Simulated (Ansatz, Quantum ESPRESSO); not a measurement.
# Pb(111) with one reversed stacking step (an intrinsic fault): ballistic transmission, part 2 of 3

Wanted: the transmission near the Fermi level and the conductance of this junction: Pb(111) with one reversed stacking step (an intrinsic fault).

Quantum ESPRESSO 7.5; plane-wave DFT, PBEsol, GBRV ultrasoft pseudopotentials; cross-check by Ansatz 0.2.0 with PAW datasets.

So far. Step 2 (SCF with pw.x): The run needed 8 iterations to bring the estimated error under 1e-07 Ry; the largest force on any atom, held or free, is 0.06 eV/Å.

### 3. The open system

Level of this step: transmission by pwcond, lead and junction from one cell; plane-wave DFT, PBEsol, GBRV ultrasoft pseudopotentials (Quantum ESPRESSO).

prefixt takes both regions from one run: the lead from 0 to bdl, the scattering region from bdl to bds (units of alat). ikind = 1 puts the same lead on both sides. The program's T_tot counts both spins in a run without spin; the tables below give T per spin.

cond.in reads:

```
&inputcond
  outdir = './out'
  prefixt = 'scf'
  tran_file = 'cond.dat'
  bdl = 2.4494897422
  bds = 11.4309521340
  ikind = 1
  ewind = 4.0
  epsproj = 1e-05
  nz1 = 7
  energy0 = 0.4
  denergy = -0.4
/
10
  0.00000000 0.00000000 0.01562500
  0.00000000 0.12500000 0.09375000
  0.00000000 0.25000000 0.09375000
  0.00000000 0.37500000 0.09375000
  0.00000000 0.50000000 0.04687500
  0.12500000 0.25000000 0.09375000
  0.12500000 0.37500000 0.18750000
  0.12500000 0.50000000 0.18750000
  0.25000000 0.50000000 0.09375000
  0.25000000 0.62500000 0.09375000
3
```

Launch:

```bash
> OMP_NUM_THREADS=1 mpirun -n 4 pwcond.x -in cond.in > cond.out
```

The program printed:

```text
[banner, memory and clock lines left out]
Program PWCOND v.7.5 starts

          URL

     ./out/scf.save/

     IMPORTANT: XC functional enforced from input :
     Exchange-correlation= PBESOL
                           (   1   4  10   8   0   0   0)
     Any further DFT definition will be discarded
     Please, verify this is what you really want

     Check: negative core charge=   -0.000009

     negative rho (up, down):  2.263E-01 0.000E+00
     Reading collected, re-writing distributed wavefunctions

===== INPUT FILE containing all the regions =====

     GEOMETRY:

     lattice parameter (alat)  =       6.7213  a.u.
     the volume                =    3005.8590 (a.u.)^3
     the cross section         =      39.1232 (a.u.)^2
     l of the unit cell        =      11.4310 (alat)
     number of atoms/cell      =           14
     number of atomic types    =            1

     crystal axes: (cart. coord. in units of alat)
               a(1) = (  1.0000  0.0000  0.0000 )
               a(2) = (  0.5000  0.8660  0.0000 )
               a(3) = (  0.0000  0.0000 11.4310 )

   Cartesian axes

     site n.     atom                  positions (alat units)
          1        Pb     tau(  1)=(  0.0000  0.0000 11.4310  )
          2        Pb     tau(  2)=(  0.5000  0.2887  0.8165  )
          3        Pb     tau(  3)=(  1.0000  0.5774  1.6330  )
          4        Pb     tau(  4)=(  0.0000  0.0000  2.4495  )
          5        Pb     tau(  5)=(  0.5000  0.2887  3.2660  )
          6        Pb     tau(  6)=(  1.0000  0.5774  4.0825  )
          7        Pb     tau(  7)=(  0.5000  0.2887  4.8990  )
          8        Pb     tau(  8)=(  1.0000  0.5774  5.7155  )
          9        Pb     tau(  9)=(  0.0000  0.0000  6.5320  )
         10        Pb     tau( 10)=(  0.5000  0.2887  7.3485  )
         11        Pb     tau( 11)=(  1.0000  0.5774  8.1650  )
         12        Pb     tau( 12)=(  0.0000  0.0000  8.9815  )
         13        Pb     tau( 13)=(  0.5000  0.2887  9.7980  )
         14        Pb     tau( 14)=(  1.0000  0.5774 10.6145  )

     nr1s                      =           27
     nr2s                      =           27
     nr3s                      =          320
     nr1sx                     =           27
     nr2sx                     =           27
     nr3sx                     =          320
     nr1                       =           32
     nr2                       =           32
     nr3                       =          360
     nr1x                      =           32
     nr2x                      =           32
     nr3x                      =          360

 _______________________________
  Radii of nonlocal spheres:

     type       ibeta     ang. mom.          radius (alat units)
       Pb         1         0                    0.3458
       Pb         2         0                    0.3458
       Pb         3         1                    0.3458
       Pb         4         1                    0.3458
       Pb         5         2                    0.3458
       Pb         6         2                    0.3458
----- General information -----

--- T calc. with identical leads (ikind=1) ---

     nrx                       =           27
     nry                       =           27
     nz1                       =            7

     energy0               =         4.0E-01
     denergy               =        -4.0E-01
     nenergy               =          3
     ecut2d                =         4.0E+01
     ewind                 =         4.0E+00
     epsproj               =         1.0E-05

     number of k_|| points=   10
                       cryst. coord.
        k(    1) = (   0.0000000   0.0000000), wk =   0.0156250
        k(    2) = (   0.0000000   0.1250000), wk =   0.0937500
        k(    3) = (   0.0000000   0.2500000), wk =   0.0937500
        k(    4) = (   0.0000000   0.3750000), wk =   0.0937500
        k(    5) = (   0.0000000   0.5000000), wk =   0.0468750
        k(    6) = (   0.1250000   0.2500000), wk =   0.0937500
        k(    7) = (   0.1250000   0.3750000), wk =   0.1875000
        k(    8) = (   0.1250000   0.5000000), wk =   0.1875000
        k(    9) = (   0.2500000   0.5000000), wk =   0.0937500
        k(   10) = (   0.2500000   0.6250000), wk =   0.0937500
----- Information about left/right lead -----

     nocros                   =           18
     noins                    =           36
     norb                     =           72
     norbf                    =          216
     nrz                      =           69

      iorb      type   ibeta   ang. mom.   m       position (alat)
        1        1       1        0        1   taunew(   1)=(  0.0000  0.0000  0.0000)
        2        1       2        0        1   taunew(   2)=(  0.0000  0.0000  0.0000)
        3        1       3        1        1   taunew(   3)=(  0.0000  0.0000  0.0000)
        4        1       3        1        2   taunew(   4)=(  0.0000  0.0000  0.0000)
        5        1       3        1        3   taunew(   5)=(  0.0000  0.0000  0.0000)
        6        1       4        1        1   taunew(   6)=(  0.0000  0.0000  0.0000)
        7        1       4        1        2   taunew(   7)=(  0.0000  0.0000  0.0000)
        8        1       4        1        3   taunew(   8)=(  0.0000  0.0000  0.0000)
        9        1       5        2        1   taunew(   9)=(  0.0000  0.0000  0.0000)
       10        1       5        2        2   taunew(  10)=(  0.0000  0.0000  0.0000)
       11        1       5        2        3   taunew(  11)=(  0.0000  0.0000  0.0000)
       12        1       5        2        4   taunew(  12)=(  0.0000  0.0000  0.0000)
       13        1       5        2        5   taunew(  13)=(  0.0000  0.0000  0.0000)
       14        1       6        2        1   taunew(  14)=(  0.0000  0.0000  0.0000)
       15        1       6        2        2   taunew(  15)=(  0.0000  0.0000  0.0000)
       16        1       6        2        3   taunew(  16)=(  0.0000  0.0000  0.0000)
       17        1       6        2        4   taunew(  17)=(  0.0000  0.0000  0.0000)
       18        1       6        2        5   taunew(  18)=(  0.0000  0.0000  0.0000)
       19        1       1        0        1   taunew(  19)=(  0.5000  0.2887  0.8165)
       20        1       2        0        1   taunew(  20)=(  0.5000  0.2887  0.8165)
       21        1       3        1        1   taunew(  21)=(  0.5000  0.2887  0.8165)
       22        1       3        1        2   taunew(  22)=(  0.5000  0.2887  0.8165)
       23        1       3        1        3   taunew(  23)=(  0.5000  0.2887  0.8165)
       24        1       4        1        1   taunew(  24)=(  0.5000  0.2887  0.8165)
[...]
175        1       5        2        5   taunew( 175)=(  0.5000  0.2887  7.3485)
      176        1       6        2        1   taunew( 176)=(  0.5000  0.2887  7.3485)
      177        1       6        2        2   taunew( 177)=(  0.5000  0.2887  7.3485)
      178        1       6        2        3   taunew( 178)=(  0.5000  0.2887  7.3485)
      179        1       6        2        4   taunew( 179)=(  0.5000  0.2887  7.3485)
      180        1       6        2        5   taunew( 180)=(  0.5000  0.2887  7.3485)
      181        1       1        0        1   taunew( 181)=(  1.0000  0.5774  8.1650)
      182        1       2        0        1   taunew( 182)=(  1.0000  0.5774  8.1650)
      183        1       3        1        1   taunew( 183)=(  1.0000  0.5774  8.1650)
      184        1       3        1        2   taunew( 184)=(  1.0000  0.5774  8.1650)
      185        1       3        1        3   taunew( 185)=(  1.0000  0.5774  8.1650)
      186        1       4        1        1   taunew( 186)=(  1.0000  0.5774  8.1650)
      187        1       4        1        2   taunew( 187)=(  1.0000  0.5774  8.1650)
      188        1       4        1        3   taunew( 188)=(  1.0000  0.5774  8.1650)
      189        1       5        2        1   taunew( 189)=(  1.0000  0.5774  8.1650)
      190        1       5        2        2   taunew( 190)=(  1.0000  0.5774  8.1650)
      191        1       5        2        3   taunew( 191)=(  1.0000  0.5774  8.1650)
      192        1       5        2        4   taunew( 192)=(  1.0000  0.5774  8.1650)
      193        1       5        2        5   taunew( 193)=(  1.0000  0.5774  8.1650)
      194        1       6        2        1   taunew( 194)=(  1.0000  0.5774  8.1650)
      195        1       6        2        2   taunew( 195)=(  1.0000  0.5774  8.1650)
      196        1       6        2        3   taunew( 196)=(  1.0000  0.5774  8.1650)
      197        1       6        2        4   taunew( 197)=(  1.0000  0.5774  8.1650)
      198        1       6        2        5   taunew( 198)=(  1.0000  0.5774  8.1650)
      199        1       1        0        1   taunew( 199)=(  0.0000  0.0000  8.9815)
      200        1       2        0        1   taunew( 200)=(  0.0000  0.0000  8.9815)
      201        1       3        1        1   taunew( 201)=(  0.0000  0.0000  8.9815)
      202        1       3        1        2   taunew( 202)=(  0.0000  0.0000  8.9815)
      203        1       3        1        3   taunew( 203)=(  0.0000  0.0000  8.9815)
      204        1       4        1        1   taunew( 204)=(  0.0000  0.0000  8.9815)
      205        1       4        1        2   taunew( 205)=(  0.0000  0.0000  8.9815)
      206        1       4        1        3   taunew( 206)=(  0.0000  0.0000  8.9815)
      207        1       5        2        1   taunew( 207)=(  0.0000  0.0000  8.9815)
      208        1       5        2        2   taunew( 208)=(  0.0000  0.0000  8.9815)
      209        1       5        2        3   taunew( 209)=(  0.0000  0.0000  8.9815)
      210        1       5        2        4   taunew( 210)=(  0.0000  0.0000  8.9815)
      211        1       5        2        5   taunew( 211)=(  0.0000  0.0000  8.9815)
      212        1       6        2        1   taunew( 212)=(  0.0000  0.0000  8.9815)
      213        1       6        2        2   taunew( 213)=(  0.0000  0.0000  8.9815)
      214        1       6        2        3   taunew( 214)=(  0.0000  0.0000  8.9815)
      215        1       6        2        4   taunew( 215)=(  0.0000  0.0000  8.9815)
      216        1       6        2        5   taunew( 216)=(  0.0000  0.0000  8.9815)
 ngper, shell number =          121          15
 ngper, n2d =          121         106
---  E-Ef =    0.4000000  k =    0.0000000   0.0000000
---  ie =          1  ik =          1
 Nchannels of the left tip =            1
 Right moving states:
   k1(2pi/a)   k2(2pi/a)   E-Ef (eV)
   0.2161845  -0.0000013   0.4000000
 Left moving states:
   k1(2pi/a)   k2(2pi/a)   E-Ef (eV)
  -0.2161845  -0.0000013   0.4000000

 to transmit
 Band j to band i transmissions and reflections:
    j         i     |T_ij|^2    |R_ij|^2

    1 -->     1     1.00000     0.00000
   Total T_j, R_j =    1.00000  0.00000

E-Ef(ev), T(x2 spins) =    0.4000000   1.9999998
---  E-Ef =    0.0000000  k =    0.0000000   0.0000000
---  ie =          2  ik =          1
 Nchannels of the left tip =            1
 Right moving states:
   k1(2pi/a)   k2(2pi/a)   E-Ef (eV)
   0.1720361  -0.0000013   0.0000000
 Left moving states:
   k1(2pi/a)   k2(2pi/a)   E-Ef (eV)
  -0.1720361  -0.0000013   0.0000000

 to transmit
 Band j to band i transmissions and reflections:
    j         i     |T_ij|^2    |R_ij|^2

    1 -->     1     1.00000     0.00000
   Total T_j, R_j =    1.00000  0.00000

E-Ef(ev), T(x2 spins) =    0.0000000   1.9999990
---  E-Ef =   -0.4000000  k =    0.0000000   0.0000000
---  ie =          3  ik =          1
 Nchannels of the left tip =            1
 Right moving states:
   k1(2pi/a)   k2(2pi/a)   E-Ef (eV)
   0.1268081  -0.0000013  -0.4000000
 Left moving states:
   k1(2pi/a)   k2(2pi/a)   E-Ef (eV)
  -0.1268081  -0.0000013  -0.4000000

 to transmit
 Band j to band i transmissions and reflections:
    j         i     |T_ij|^2    |R_ij|^2

    1 -->     1     1.00000     0.00000
   Total T_j, R_j =    1.00000  0.00000

E-Ef(ev), T(x2 spins) =   -0.4000000   1.9999943
 ngper, shell number =          121          63
 ngper, n2d =          121         105
[... further energies and points left out ...]
---  E-Ef =    0.4000000  k =    0.2500000   0.6250000
---  ie =          1  ik =         10
 Nchannels of the left tip =            1
 Right moving states:
   k1(2pi/a)   k2(2pi/a)   E-Ef (eV)
   0.1872796  -0.0000019   0.4000000
 Left moving states:
   k1(2pi/a)   k2(2pi/a)   E-Ef (eV)
  -0.1872798  -0.0000019   0.4000000

 to transmit
 Band j to band i transmissions and reflections:
    j         i     |T_ij|^2    |R_ij|^2

    1 -->     1     0.92975     0.07025
   Total T_j, R_j =    0.92975  0.07025

E-Ef(ev), T(x2 spins) =    0.4000000   1.8594980
---  E-Ef =    0.0000000  k =    0.2500000   0.6250000
---  ie =          2  ik =         10
 Nchannels of the left tip =            1
 Right moving states:
   k1(2pi/a)   k2(2pi/a)   E-Ef (eV)
   0.0891734  -0.0000019   0.0000000
 Left moving states:
   k1(2pi/a)   k2(2pi/a)   E-Ef (eV)
  -0.0891736  -0.0000019   0.0000000

 to transmit
 Band j to band i transmissions and reflections:
    j         i     |T_ij|^2    |R_ij|^2

    1 -->     1     0.80825     0.19175
   Total T_j, R_j =    0.80825  0.19175

E-Ef(ev), T(x2 spins) =    0.0000000   1.6165068
---  E-Ef =   -0.4000000  k =    0.2500000   0.6250000
---  ie =          3  ik =         10
 Nchannels of the left tip =            3
 Right moving states:
   k1(2pi/a)   k2(2pi/a)   E-Ef (eV)
  -0.0189464  -0.0000019  -0.4000000
   0.3684246  -0.0000020  -0.4000000
   0.4233160  -0.0000017  -0.4000000
 Left moving states:
   k1(2pi/a)   k2(2pi/a)   E-Ef (eV)
   0.0189462  -0.0000019  -0.4000000
  -0.3684230  -0.0000020  -0.4000000
  -0.4233176  -0.0000017  -0.4000000

 to transmit
 Band j to band i transmissions and reflections:
    j         i     |T_ij|^2    |R_ij|^2

    1 -->     1     0.11794     0.14399
    1 -->     2     0.44890     0.00145
    1 -->     3     0.10500     0.18274
   Total T_j, R_j =    0.67183  0.32817

    2 -->     1     0.44828     0.00144
    2 -->     2     0.26879     0.00329
    2 -->     3     0.11711     0.16108
   Total T_j, R_j =    0.83418  0.16582

    3 -->     1     0.11266     0.18273
    3 -->     2     0.11059     0.16108
    3 -->     3     0.40144     0.03149
   Total T_j, R_j =    0.62470  0.37530

E-Ef(ev), T(x2 spins) =   -0.4000000   4.2614280
   T_tot     0.40000      0.21501E+01
   T_tot     0.00000      0.18089E+01
   T_tot    -0.40000      0.24132E+01

Note: The following floating-point exceptions are signalling: IEEE_UNDERFLOW_FLAG
Note: The following floating-point exceptions are signalling: IEEE_UNDERFLOW_FLAG
Note: The following floating-point exceptions are signalling: IEEE_UNDERFLOW_FLAG
Note: The following floating-point exceptions are signalling: IEEE_UNDERFLOW_FLAG
```

Wall time 97 s (4 MPI ranks of Arm Neoverse V2, shared host); peak memory 0.38 GiB.

Read from the output:

```
lead channels at the Fermi level, one spin : 1.141
transmission at the Fermi level, one spin  : 0.9045
conductance                                : 0.9045 G₀
```

Per spin; mean over the k mesh across the current. The open channels, zone mean by energy, zero at the Fermi level:

| energy (eV) | open channels, zone mean |
| --- | --- |
| -0.400 | 1.42 |
| 0.000 | 1.14 |
| 0.400 | 1.33 |

Per spin; mean over the k mesh across the current. Transmission, zone mean against energy, zero at the Fermi level:

| energy (eV) | transmission, zone mean |
| --- | --- |
| -0.400 | 1.21 |
| 0.000 | 0.904 |
| 0.400 | 1.08 |

At 0.000 eV; k in fractions of b1, b2. Transmission by k point:

| k1 | k2 | weight | t | channels |
| --- | --- | --- | --- | --- |
| 0 | 0 | 0.01562 | 1 | 1 |
| 0 | 0.125 | 0.09375 | 1 | 1 |
| 0 | 0.25 | 0.09375 | 0.01128 | 1 |
| 0 | 0.375 | 0.09375 | 0.976 | 1 |
| 0 | 0.5 | 0.04688 | 0 | 0 |
| 0.125 | 0.25 | 0.09375 | 1 | 1 |
| 0.125 | 0.375 | 0.1875 | 1.855 | 2 |
| 0.125 | 0.5 | 0.1875 | 0.9828 | 1 |
| 0.25 | 0.5 | 0.09375 | 0.01042 | 1 |
| 0.25 | 0.625 | 0.09375 | 0.8083 | 1 |

The program's own clock; routines nest. Time by routine:

| routine | wall time (s) | calls |
| --- | --- | --- |
| PWCOND | 96.25 | 1 |
| scatter_forw | 77.26 | 60 |
| local | 8.74 | 10 |
| compbs | 7.97 | 30 |
| compbs_2 | 6.71 | 30 |
| init | 0.5 | 1 |
| poten | 0.07 | 1 |

At no point does T exceed the number of channels.

(Part 2 of 3 ends here.)

[Logs are printed without paths, hosts, clocks, repeated set-up lines and the standing remarks that a program may print on its own settings, such as how far it seeks lower states.]

[Hosts, paths, dates, database ids (printed as entryN), source tags and the programs' standing remarks are cut or masked in the printed files.]

[Maps of the electrostatic potential energy from Ansatz leave out the sawtooth potential of an applied field or a dipole correction, so their vacuum need not be flat; planar profiles and work functions include it.]
